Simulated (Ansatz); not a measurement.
# How strongly the parts of twisted Zr2CO2 MXene bilayer, 21.79° (70 atoms) bind, part 3 of 3

Aim: the interaction energy between the two parts of twisted Zr2CO2 MXene bilayer, 21.79° (70 atoms) and its distance dependence.

Ansatz 0.2.0; Kohn-Sham DFT, LDA, PAW (set soft_2), plane waves.

So far. Step 2 (Single point at the start): The r.m.s. force at the start is 0.40 eV/Å. Step 3 (Relaxation): The relaxation converged after 4 steps, 0.755 eV below its start, with a largest force component of 0.021 eV/Å.

## (6) The upper part alone

The upper part (layer 2) is solved alone in the same way (parts and shifted cells take a small Fermi–Dirac smearing, in case cut bonds close the gap).

input.yaml

```yaml
crystal:
  lattice:
    - [8.7574, 0.0, 0.0]
    - [-4.3787, 7.58413, 0.0]
    - [0.0, 0.0, 28.11]
  atoms:
    - { symbol: C, position: [0.1433, 0.71401, 0.6288] }
    - { symbol: Zr, position: [0.38117, 0.90449, 0.67764] }
    - { symbol: Zr, position: [0.33366, 0.66643, 0.5801] }
    - { symbol: O, position: [0.33361, 0.66643, 0.70871] }
    - { symbol: O, position: [0.38082, 0.90453, 0.5489] }
    - { symbol: C, position: [0.00038, 0.99976, 0.62854] }
    [... 23 atom lines left out ...]
    - { symbol: O, position: [0.95411, 0.76151, 0.54868] }
    - { symbol: C, position: [0.85754, 0.28524, 0.62874] }
    - { symbol: Zr, position: [0.0956, 0.47584, 0.67766] }
    - { symbol: Zr, position: [0.04732, 0.23761, 0.57961] }
    - { symbol: O, position: [0.04793, 0.23774, 0.70858] }
    - { symbol: O, position: [0.09551, 0.47545, 0.54891] }
kpoints:
  mp_grid: { grid: [3, 3, 1] }
hamiltonian:
  xc: lda
scf:
  occupations: { method: fermi_dirac, width: 0.05 }
output:
  forces: true
  eigenvalues: true
  write_density: true
  write_potential: true
  volumetric_format: npy
```

The run is started by

```
ansatz run input.yaml --threads 8 --pin off --max-ram 15872MiB --backend cpu --events-out ev --progress --plain --runs-dir out
```

Numbers of over 12 decimals in the logs are rounded to 6 here.

Log:

```text
[...]
Crystal: 35 atoms, lattice volume = 1866.989 Å³
Basis set: ecut = 420 eV, 36555 PW (Γ)
Bands: 175, of which v1, the nominal top of the filled ones, is band 140 counted from 1 (139 counted from 0)
Symmetry: 1 space group operations
[...]
k-points: 5 of 9 (time reversal used)
[...]
SCF iter   1: F=—  HF=-66602.818313 eV  |F-HF|=—  |Δ(HF+E_count)|=         —  Δρ=7.20e-3  dr2=9.68e-1  ethr=1.77e-3  ⟨swp⟩=7.0  Hψ=3958  notcnv=0  defer=38
[...]
SCF iter  10: F=-66602.639637 eV  HF=-66602.639637 eV  |F-HF|=3.23e-8  |Δ(HF+E_count)|=   7.04e-9  Δρ=7.93e-7  dr2=3.64e-8  ethr=3.57e-11  ⟨swp⟩=10.0  Hψ=6052  notcnv=0
SCF 1 converged in 10 iterations: F = -66602.639637 eV  dr2 = 3.64e-8
[...]
SCF converged after 10 iterations
Free energy (F): -66602.639637 eV
[...]
Internal energy: -66602.639625 eV  (E = F + TS)
E sigma→0 (E₀):  -66602.639631 eV
Entropy (-TS):   -0.000012 eV (-0.000 meV/atom)
Fermi energy:    -0.650744 eV
[...]
--- Forces (eV/Å), atoms counted from 1 ---
  atom   1  C      0.00290522     0.00704092    -0.00792559
  atom   2  Zr    -0.00450289    -0.00159456    -0.00619976
  atom   3  Zr    -0.00103826    -0.00410007    -0.03214855
  atom   4  O      0.00535817    -0.00054161    -0.00468804
  atom   5  O      0.04928587    -0.00891510    -0.00900510
  atom   6  C     -0.00654025    -0.00534175     0.01956020
  atom   7  Zr     0.00656314     0.01248927     0.00218097
  atom   8  Zr    -0.01416989     0.00369567     0.06521172
  atom   9  O     -0.00381988    -0.00785027     0.00158132
  atom  10  O      0.05309173    -0.09000692     0.02310009
  atom  11  C     -0.00305677     0.00421591    -0.00600994
  atom  12  Zr     0.00292225     0.00036272    -0.00656208
  atom  13  Zr     0.01865117    -0.01136910    -0.01563583
  atom  14  O     -0.00475375    -0.00279965    -0.00418752
[...]
atom  34  O     -0.00414813    -0.00430231     0.00042933
  atom  35  O     -0.01141011     0.04751865    -0.00987237
  max |Σ_I F_I| component: 1.21e-2 eV/Å
--- Band table (eV; the first three rows and the last of 5) ---
[...]
```

Run time: 56 s. Hardware: 8 threads of Arm Neoverse V1, shared host; peak memory 6.3 GiB; 7.4 min of CPU time.

The whole (-133205.742 eV) less the lower (-66602.640 eV) and the upper part (-66602.640 eV) leaves -0.463 eV.

## (7) Upper part moved by +0.3 Å

Moving the upper part rigidly maps the well in which it sits.

input.yaml

```yaml
crystal:
  lattice:
    - [8.7574, 0.0, 0.0]
    - [-4.3787, 7.58413, 0.0]
    - [0.0, 0.0, 28.11]
  atoms:
    - { symbol: C, position: [0.99919, 0.99966, 0.37139] }
    - { symbol: Zr, position: [0.19009, 0.23754, 0.42034] }
    - { symbol: Zr, position: [0.23713, 0.04725, 0.32246] }
    - { symbol: O, position: [0.23745, 0.04585, 0.45125] }
    - { symbol: O, position: [0.18965, 0.23766, 0.29135] }
    - { symbol: C, position: [0.14217, 0.42842, 0.37113] }
    [... 58 atom lines left out ...]
    - { symbol: O, position: [0.95411, 0.76151, 0.55935] }
    - { symbol: C, position: [0.85754, 0.28524, 0.63941] }
    - { symbol: Zr, position: [0.0956, 0.47584, 0.68833] }
    - { symbol: Zr, position: [0.04732, 0.23761, 0.59028] }
    - { symbol: O, position: [0.04793, 0.23774, 0.71925] }
    - { symbol: O, position: [0.09551, 0.47545, 0.55958] }
kpoints:
  mp_grid: { grid: [3, 3, 1] }
hamiltonian:
  xc: lda
scf:
  occupations: { method: fermi_dirac, width: 0.05 }
output:
  forces: true
  eigenvalues: true
```

Log:

```text
[...]
Crystal: 70 atoms, lattice volume = 1866.989 Å³
Basis set: ecut = 420 eV, 36555 PW (Γ)
Bands: 350, of which v1, the nominal top of the filled ones, is band 280 counted from 1 (279 counted from 0)
Symmetry: 1 space group operations
[...]
k-points: 5 of 9 (time reversal used)
[...]
SCF iter   1: F=—  HF=-133206.036575 eV  |F-HF|=—  |Δ(HF+E_count)|=         —  Δρ=1.03e-2  dr2=2.05e0  ethr=1.77e-3  ⟨swp⟩=6.8  Hψ=7312  notcnv=0  defer=109
[...]
SCF iter   3: F=—  HF=-133205.662962 eV  |F-HF|=—  |Δ(HF+E_count)|=   9.25e-2  Δρ=1.84e-3  dr2=3.47e-2  ethr=8.88e-5  ⟨swp⟩=2.0  Hψ=2436  notcnv=0  defer=132
automatic band count: iteration 3 solves 326 bands in place of 350: the levels show a gap, and the empty bands left out lie too high to hold charge; the band table lists the bands solved (type scf.n_extra_bands for more)
SCF iter   4: F=—  HF=-133205.660913 eV  |F-HF|=—  |Δ(HF+E_count)|=   2.05e-3  Δρ=5.70e-4  dr2=1.05e-2  ethr=6.19e-6  ⟨swp⟩=3.2  Hψ=2511  notcnv=0  defer=132
SCF iter   5: F=—  HF=-133205.659715 eV  |F-HF|=—  |Δ(HF+E_count)|=   1.20e-3  Δρ=2.02e-4  dr2=7.72e-4  ethr=1.88e-6  ⟨swp⟩=2.0  Hψ=2146  notcnv=0  defer=132
[...]
SCF iter   9: F=—  HF=-133205.662163 eV  |F-HF|=—  |Δ(HF+E_count)|=   3.89e-8  Δρ=4.51e-6  dr2=4.32e-7  ethr=3.60e-10  ⟨swp⟩=2.4  Hψ=2937  notcnv=0  defer=132
SCF iter  10: F=-133205.662163 eV  HF=-133205.662163 eV  |F-HF|=2.01e-8  |Δ(HF+E_count)|=   6.56e-8  Δρ=1.51e-6  dr2=5.22e-8  ethr=1.79e-11  ⟨swp⟩=14.0  Hψ=7112  notcnv=0
SCF 1 converged in 10 iterations: F = -133205.662163 eV  dr2 = 5.22e-8
[...]
SCF converged after 10 iterations
Free energy (F): -133205.662163 eV
[...]
Internal energy: -133205.662138 eV  (E = F + TS)
E sigma→0 (E₀):  -133205.662151 eV
Entropy (-TS):   -0.000025 eV (-0.000 meV/atom)
Fermi energy:    3.595867 eV
[...]
Σ components = -133205.662163   (vs F -133205.662163, Δ=0.00e0)
--- Forces (eV/Å), atoms counted from 1 ---
  atom   1  C     -0.00026460     0.00007582    -0.02008146
  atom   2  Zr    -0.00410964    -0.00814937    -0.00839294
  atom   3  Zr     0.01361794    -0.00218798     0.00267162
  atom   4  O     -0.04122778     0.05149977     0.01690821
[...]
atom  70  O     -0.00535496     0.03415876    -0.03222899
  max |Σ_I F_I| component: 1.46e-4 eV/Å
--- Band table (eV; the first three rows and the last of 5) ---
[...]
```

The job ended after 94 s (8 threads; peak memory 12 GiB).

Upper part moved by +0.3 Å: the energy stands 0.0796 eV above that of the reference.

## (8) Upper part moved by -0.3 Å

Another point of the curve.

Input and log are left out; they have the form of those shown for this kind of step.

It took 1.7 min on 8 threads of Arm Neoverse V1, shared host; peak memory 12 GiB; 13 min of CPU time.

Upper part moved by -0.3 Å: the energy stands 0.132 eV above that of the reference.

## (9) Upper part moved by +0.8 Å

Another point of the curve.

Input and log are left out; they have the form of those shown for this kind of step.

It took 93 s on 8 threads of Arm Neoverse V1, shared host; peak memory 12 GiB.

Upper part moved by +0.8 Å: the energy stands 0.263 eV above that of the reference.

## (10) Interaction energy

Whole cell less its two parts, each frozen at the geometry of the whole and solved in the same cell with the same functional, so that energy zeros cancel. The upper part is 'layer 2' and the lower part 'layer 1'. The nearest atoms of the two parts stand 2.79 Å apart. The face is 66.42 Å².

```csv
functional,interaction energy (eV),"of it, the added dispersion term (eV)",per area (meV/Å²),per area (J/m²),per atom of the upper part (meV)
LDA,-0.463,-,-7.0,-0.11,-13.2
```

## (11) Energy against separation

The upper part is moved rigidly along the normal from its place in the reference.

```csv
shift (Å),energy change (eV),per area (meV/Å²),share of the binding lost (%),gap (eV)
-0.3,0.132,1.98,-,1.12
+0.0,0.000,0.00,-,1.13
+0.3,0.080,1.20,17,1.14
+0.8,0.263,3.96,57,1.14
```

## (12) Levels of whole and parts

```csv
cell,gap (eV),"vacuum level at the upper face, over the highest filled level, or over E_F where no gap is given (eV)",moment (μB)
whole,1.13,5.45,no spin
lower part,1.14,5.44,no spin
upper part,1.14,5.45,no spin
```

## (13) Outcome

The parts bind with 7.0 meV/Å² (0.463 eV for the cell) at the level LDA. LDA holds no long-range dispersion, so what binding it gives comes from the overlap of the layers' densities and dies out faster with distance than real dispersion. The curvature over ±0.3 Å is 0.57×10²⁰ N/m³, and the energy rises faster on the near side. At +0.8 Å, 57 % of the binding is lost. On the run's k-points the gap of the whole, 1.13 eV, lies 0.0098 eV under the smaller of the parts'.

**Limits.** The parts are frozen, so the energy of their deformation isn't counted. No correction is made for dipoles across the vacuum, and the parts also feel their periodic images through it. The reference functional has no dispersion term, which matters for the binding between molecules or layers, where LDA binds through overlap of densities alone.

The DFT runs together took 16 min of wall time.

[Logs are printed without paths, hosts, clocks, repeated set-up lines and the standing remarks that a program may print on its own settings, such as how far it seeks lower states.]

[Hosts, paths, dates, database ids (printed as entryN), source tags and the programs' standing remarks are cut or masked in the printed files.]
